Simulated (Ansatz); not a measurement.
# Self-trapping of an added electron in MgO (Fm-3m), part 2 of 2

Question: is an added electron in MgO (Fm-3m) a free carrier or a small polaron? The trial puts it on one Mg atom. The model is a cell of 128 host atoms; several levels of theory are compared, with their cost.

Ansatz 0.2.0; plane-wave PAW DFT, HSE06 form with 0.35 exact exchange; relaxation of all atoms of a supercell at fixed charge in a uniform background.

So far. Step 2 (Relaxation with the electron, HSE06 (α = 0.35)): The sizes of the moments in the atoms' spheres add to about 0.3 μB, shared by more than 30 atoms in effect: the carrier has spread out.

**4. States in the gap, HSE06 (α = 0.35)**

Level of this step: plane-wave PAW DFT, HSE06 form with 0.35 exact exchange; single point of a supercell at fixed charge in a uniform background (Ansatz).

A single point on the relaxed atoms asks for the levels and how far each is spread.

qm1_M1_trap.hyb/input.yaml reads:

```yaml
crystal:
  checkpoint: "../qm1_M1_trap.hrelax.run"
  host: checkpoint
total_charge: -1
basis:
  ecutwfc: 420
  xc_grid: 2
hamiltonian:
  xc: { preset: hse06, exx: 0.35 }
kpoints:
  mp_grid: { grid: [1, 1, 1] }
magnetization:
  spin_polarized: true
  initial_magnetization: 1
  spin_locking: { lock_magnetization: hard }
scf:
  occupations: { method: fixed }
  max_iter: 80
output:
  forces: true
  charged_corrections:
    epsilon: 3.25
    static_epsilon: 10.36
    defect_position: [0.5, 0.5, 0.5]
  eigenvalues: true
  eigenstates: { localisation: true }
  efg: {}
checkpoint:
  read: "../qm1_M1_trap.hrelax.run"
  write: "../qm1_M1_trap.hyb.run"
  compress: false
  write_wavefunctions: true
  write_every: 100000
```

The run is started by

```
> ansatz run input.yaml --threads 32 --pin off --max-ram 131891MiB --backend cuda --events-out ev --progress --plain --runs-dir out
```

Numbers of over 12 decimals in the logs are rounded to 6 here.

The log of the run:

```text
[...]
crystal.checkpoint: the structure is that of <dir>, a `relax` run, at its step 4: its result, under {"exchange":"pbe","correlation":"pbe","exx":{"coeff":0.35,"omega":0.207870}} at a charge of -1 e; 128 atoms read, 1 with a starting moment; [...]
[...]
device memory: the entry about to start is reckoned to put 8.9 GiB on a device that reports 182.5 GiB free
GPU FFT provider: cuFFT
GPU libraries: cuBLAS 13.8.1, cuFFT 12.4.0, cuSOLVER 12.3.2
GPU matrix products: emulated (plane waves: as basis.precision tells), large ones in fixed point in workspaces of 1.00 GiB
Crystal: 128 atoms, lattice volume = 1197.351 Å³
Basis set: ecut = 420 eV, 23409 PW (Γ), exchange–correlation on 160×160×160 points (8 copies of the dense FFT grid, shifted against one another)
Bands: 641, of which v1, the nominal top of the filled ones, is band 513 counted from 1 (512 counted from 0)
Symmetry: 1 space group operations
[...]
k-points: 1
[...]
Stability of the state it starts from, as read at its close in the collinear treatment: not read, because the functional holds exact exchange (a hybrid, or Hartree-Fock), whose exchange loop this test does not read (fock_operator); its run was given moments
[...]
GPU buffer pool allocated for 512000 grid points (all kernels)
GPU transforms: local potential and band sums: pruned to the plane-wave sphere, on 80×80×80
[...]
Frozen-core exchange: fock
[...]
WARN: the filled states extend beyond the cell (their overlap across the Brillouin zone is 0.000, against 0 in a metal and nearly 1 for localised states). With one k-point a hybrid's gap, moments and forces can then be wrong. [...]
this state was not tested for a lower state beside it, because the functional holds exact exchange (a hybrid, or Hartree-Fock), whose exchange loop this test does not read (fock_operator); [...]
[...]
Magnetization: 1.0000 μB (513.0000 up, 512.0000 down)
Absolute magnetization: 1.0588 μB (∫|ρ↑−ρ↓|, with the PAW one-centre terms)
[...]
Per-site moments (μB) at R_I (Å): [(0.00273317, 0.869031), (0.00244377, 0.868933), (0.00273257, 0.868944), [... 6 left out ...]
Free energy (F): -159631.237729 eV
[...]
Internal energy: -159631.237729 eV  (E = F + TS)
E sigma→0 (E₀):  -159631.237729 eV
Fermi energy:    13.243593 (↑ 13.243593, ↓ 6.349800) eV
[...]
--- Forces (eV/Å), atoms counted from 1 ---
  atom   1  Mg    -0.00073997    -0.00175600     0.00137060
  atom   2  O     -0.00095551     0.00102729     0.00240903
  [... 4 atoms left out ...]
  [... 122 more lines of this table ...]
  max |Σ_I F_I| component: 2.70e-5 eV/Å
--- PAW observables at the nuclei: V_zz in 10²¹ V/m², potentials from the cell's mean, atoms counted from 1 ---
  [...]
--- Charged-cell corrections in eV (Makov–Payne, q = -1.000 e, ε = 3.250 of the electrons, 10.360 with the ions) ---
[...]
E_corr1          = +0.602565  (monopole, q²α_M/2εL)
  F Makov-Payne    = n/a  (the rows are of the electrons' constant alone; ansatz place-levels tells what screens the charge)
[...]
--- Band table (eV) ---
[...]
```

Elapsed: 16 s, on 1 × NVIDIA GB200 with 32 threads of Arm Neoverse V2, shared host; peak memory 2.9 GiB; 3.1 min of CPU time.

States next to the filling edge at the first k-point, on the run's own zero (eigenstates.tsv). The participation number counts the atoms that a state is spread over, of 128; bands count from 0.

```csv
spin,band,energy (eV),occupation,participation,largest share on,share
down,506,5.972,1.00,43.6,O42,0.04
down,507,5.972,1.00,49.3,O70,0.04
down,508,5.972,1.00,43.0,O58,0.05
down,509,6.350,1.00,71.8,O42,0.01
down,510,6.350,1.00,71.8,O6,0.01
down,511,6.350,1.00,71.8,O6,0.01
down,512,13.552,0.00,128.0,Mg47,0.01
down,513,16.021,0.00,69.2,O8,0.03
down,514,16.021,0.00,82.3,Mg19,0.03
down,515,16.021,0.00,93.4,Mg125,0.02
down,516,16.021,0.00,99.6,O60,0.02
up,507,5.968,1.00,49.3,O70,0.04
up,508,5.968,1.00,43.1,O58,0.05
up,509,6.347,1.00,71.8,O42,0.01
up,510,6.347,1.00,71.8,O6,0.01
up,511,6.347,1.00,71.8,O6,0.01
up,512,13.244,1.00,128.0,Mg47,0.01
up,513,15.897,0.00,69.2,O8,0.03
up,514,15.897,0.00,82.1,Mg19,0.03
up,515,15.898,0.00,93.5,Mg125,0.02
up,516,15.898,0.00,99.8,O60,0.02
up,517,15.898,0.00,82.6,O20,0.03
```

Under HSE06 form with 0.35 exact exchange at the zone centre alone, the highest filled state is spin up, spread over 128 of 128 atoms, and the lowest empty one, 0.31 eV above it, is spin down, spread over 128 of 128 atoms.

Uncorrected and at zero smearing, the relaxed cell and the carrier in the undistorted cell agree within 0.02 eV.

No level is given here: the program refused to align this charged cell with the host.

**5. Relaxing again with PBEsol**

As a control, the same structure relaxes without exact exchange or U. The start is the structure of HSE06 (α = 0.35), where the carrier had already spread, so this step is a weak test of trapping.

qm1_M1_trap.semirelax/input.yaml reads:

```yaml
crystal:
  checkpoint: "../qm1_M1_trap.hrelax.run"
  host: checkpoint
total_charge: -1
basis:
  ecutwfc: 420
  xc_grid: 2
hamiltonian:
  xc: pbesol
kpoints:
  mp_grid: { grid: [1, 1, 1] }
magnetization:
  spin_polarized: true
  initial_magnetization: 1
  spin_locking: { lock_magnetization: hard }
scf:
  occupations: { method: fermi_dirac, width: 0.01 }
  max_iter: 80
output:
  forces: true
  charged_corrections:
    epsilon: 3.25
    static_epsilon: 10.36
    defect_position: [0.5, 0.5, 0.5]
relax:
  f_tol: 0.02
  max_steps: 60
  escape_saddle: false
checkpoint:
  read: "../qm1_M1_trap.hrelax.run"
  write: "../qm1_M1_trap.semirelax.run"
  compress: false
  write_wavefunctions: true
  write_every: 100000
```

It took 2.4 s on 1 × NVIDIA GB200 with 32 threads; peak memory 2.2 GiB; 7.6 s of CPU time.

The forces were under the threshold from the start, so no atom moved.

From the single point at the end of this step. The sizes of the moments in the atoms' spheres add to about 0.4 μB, shared by more than 30 atoms in effect: the carrier has spread out.

No level is given here: the program refused to align this charged cell with the host.

**6. Atoms held, PBE0 (α = 0.5)**

With the atoms held, the functional goes from a screened to an unscreened hybrid or back, so both the share and the range of exact exchange change. The carrier had already spread in this structure, so this step can't test trapping.

qm1_M1_trap.hyb2/input.yaml reads:

```yaml
crystal:
  checkpoint: "../qm1_M1_trap.hrelax.run"
  host: checkpoint
total_charge: -1
basis:
  ecutwfc: 420
  xc_grid: 2
hamiltonian:
  xc: { preset: pbe0, exx: 0.5 }
kpoints:
  mp_grid: { grid: [1, 1, 1] }
magnetization:
  spin_polarized: true
  initial_magnetization: 1
  spin_locking: { lock_magnetization: hard }
scf:
  occupations: { method: fixed }
  max_iter: 80
output:
  forces: true
  charged_corrections:
    epsilon: 3.25
    static_epsilon: 10.36
    defect_position: [0.5, 0.5, 0.5]
  eigenvalues: true
  eigenstates: { localisation: true }
  efg: {}
checkpoint:
  read: "../qm1_M1_trap.hrelax.run"
  write: "../qm1_M1_trap.hyb2.run"
  compress: false
  write_wavefunctions: true
  write_every: 100000
```

Elapsed: 18 s, on 1 × NVIDIA GB200 with 32 threads; peak memory 3 GiB.

The sizes of the moments in the atoms' spheres add to about 0.3 μB, shared by more than 30 atoms in effect: the carrier has spread out.

No level is given here: the program refused to align this charged cell with the host.

**7. All levels of theory side by side**

```csv
level of theory,atoms,atoms that share the moment,localised,time for the trial state
HSE06 (α = 0.35),relaxed,more than 30,no,46 s
PBEsol,relaxed,more than 30,no,7.1 s
PBE0 (α = 0.5),held,more than 30,no,18 s
```

**8. Outcome**

```
carrier localised (HSE06 (α = 0.35)) : no
carrier localised (PBEsol)           : no
```

**Reading.** With HSE06 (α = 0.35) the electron did not stay localised from this start: it is shared by more than 30 of the 128 atoms in effect. It spreads at every relaxed level of theory in the table. Semilocal functionals favour spread carriers, so their answer alone decides nothing. A Mg ion seldom takes an electron in such a compound, so a start there is a weak test. The point with the carrier in the undistorted cell ran without the search for lower states. One trial site was relaxed, so another site or form can lie lower. What this leaves open: sampling at the zone centre alone can move energies of charged and open-shell states by tenths of an eV or more in cells of this size.

[Logs are printed without paths, hosts, clocks, repeated set-up lines and the standing remarks that a program may print on its own settings, such as how far it seeks lower states.]

[Hosts, paths, dates, database ids (printed as entryN), source tags and the programs' standing remarks are cut or masked in the printed files.]

[For some hosts the program warned that the k-mesh of the response run may be too coarse for force constants and the static dielectric constant; such warnings are not shown here.]
